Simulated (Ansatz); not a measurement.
Planning a GW calculation on Bi2S3 (Bismuthinite).

The database entry behind the starting cell differs from later determinations by our own check (about 0.4 % long), so it need not match the best structure at ambient conditions.

```yaml
crystal:
  lattice:
    - [11.34500, 0.00000, 0.00000]
    - [0.00000, 3.99400, 0.00000]
    - [0.00000, 0.00000, 11.19300]
  atoms:
    - { symbol: Bi, position: [0.48350, 0.25000, 0.32570] }
    - { symbol: Bi, position: [0.01650, 0.75000, 0.82570] }
    - { symbol: Bi, position: [0.98350, 0.25000, 0.17430] }
    - { symbol: Bi, position: [0.51650, 0.75000, 0.67430] }
    - { symbol: Bi, position: [0.34070, 0.75000, 0.03390] }
    - { symbol: Bi, position: [0.15930, 0.25000, 0.53390] }
    - { symbol: Bi, position: [0.84070, 0.75000, 0.46610] }
    - { symbol: Bi, position: [0.65930, 0.25000, 0.96610] }
    - { symbol: S, position: [0.28350, 0.25000, 0.19430] }
    - { symbol: S, position: [0.21650, 0.75000, 0.69430] }
    - { symbol: S, position: [0.78350, 0.25000, 0.30570] }
    - { symbol: S, position: [0.71650, 0.75000, 0.80570] }
    - { symbol: S, position: [0.54950, 0.75000, 0.12860] }
    - { symbol: S, position: [0.95050, 0.25000, 0.62860] }
    - { symbol: S, position: [0.04950, 0.75000, 0.37140] }
    - { symbol: S, position: [0.45050, 0.25000, 0.87140] }
    - { symbol: S, position: [0.37670, 0.75000, 0.44140] }
    - { symbol: S, position: [0.12330, 0.25000, 0.94140] }
    - { symbol: S, position: [0.87670, 0.75000, 0.05860] }
    - { symbol: S, position: [0.62330, 0.25000, 0.55860] }
```

The cell and positions come from the Crystallography Open Database and are kept as given unless a step says otherwise. Spin-orbit coupling is left out unless a run names it. PAW set soft_2, made with PBE.

Runs so far (Ansatz 0.2.0, start PBE, default PAW files, 2×4×2 mesh). Times are wall times on 1 × NVIDIA GB200 with 32 threads of Arm Neoverse V2, shared host, good to a factor of about two.

```
bands summed  cutoff (eV)  gap on the mesh (eV)  time
         344           36                 1.672  14 s
         799           72                 1.723  27 s
```

What should the next rung give, with 1609 bands and screening to 120 eV, and where is the limit?

The error falls about as one over the bands when the cutoff rises with them. A line through the two highest rungs given predicts 1.742 eV; the run gave 1.766 eV, a miss of 0.024 eV, so the law fails here: the steps don't follow it yet. The two highest rungs put the limit near 1.808 eV, the pair below near 1.761 eV; neither can be trusted until a further rung is run.

Gaps are over the mesh's points; an edge off the mesh would be missed. Limits: not at the basis limit; no spin-orbit coupling; coarse k mesh.

[Paths, hosts, dates, memory and timing lines, banners, echoed tables and standing remarks are left out of the program output.]

[Logs are printed without paths, hosts, clocks, repeated set-up lines and the standing remarks that a program may print on its own settings, such as how far it seeks lower states.]

[Runs of the session that timed out or met a known fault of the program may be left out.]

[Cells called generated may have been cut or substituted from an entry of the Crystallography Open Database or the Materials Project.]

[Hosts, paths, dates, database ids (printed as entryN), source tags and the programs' standing remarks are cut or masked in the printed files.]
